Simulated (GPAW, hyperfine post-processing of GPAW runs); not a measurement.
# From spin density to shift: 17O in MgV2Cd2O7

A spin-polarised calculation (DFT, revPBE+U, plane-wave PAW, GPAW setups, collinear spin, scalar-relativistic; GPAW) with all V moments parallel (S = 0.5 each) puts a spin density ρ↑ − ρ↓ of -0.07123 e/Å³, counted along the moments, at one O nucleus (bonded to 2 V at 1.91 Å). Take g = 2, spin-only moments and Θ = 0 K (a pure Curie law); γ/2π of 17O is -5.7742 MHz/T.

**Task.** Find the contact field, the hyperfine constant and the contact shift at 298 K and 250 K, supposing that the crystal is a paramagnet with these local moments at both.

1. A spin density ρ_s carries a moment density μB ρ_s, and the contact field is B_c = (2μ₀/3) μB ρ_s. For 1 e/Å³ that is 7.769 T, so B_c = -0.5534 T.

2. With H = A S·I summed over the ions, A = γB_c/(2πS) = -5.7742 × −0.5534 / 0.5 = 6.39 MHz.

3. In a field B0 the paramagnet reaches only a fraction of saturation, M/M_sat = g μB (S + 1) B0 / [3 k_B (T − Θ)]. At 298 K this is 2.2541e-03 per tesla, or 2.12 % at 9.4 T.

4. The shift is that fraction of B_c over B0, so B0 drops out: δ = -0.5534 × 2.2541e-03 × 10⁶ = -1250 ppm at 298 K.

5. At 250 K it scales by (298 − Θ)/(250 − Θ) = 1.192, to -1490 ppm.

6. The sign says that the spin at the nucleus is opposite to the V moments. Over this level and the 4 others of the session's ladder with the same moment and an open gap (any hybrids aside), the field runs from -1.00 to -0.553 T. The valence electrons alone give -0.309 T; the rest is the cores' response, which is the less certain part. Orbital and pseudocontact parts are not included.

[Hosts, paths, dates, database ids (printed as entryN), source tags and the programs' standing remarks are cut or masked in the printed files.]
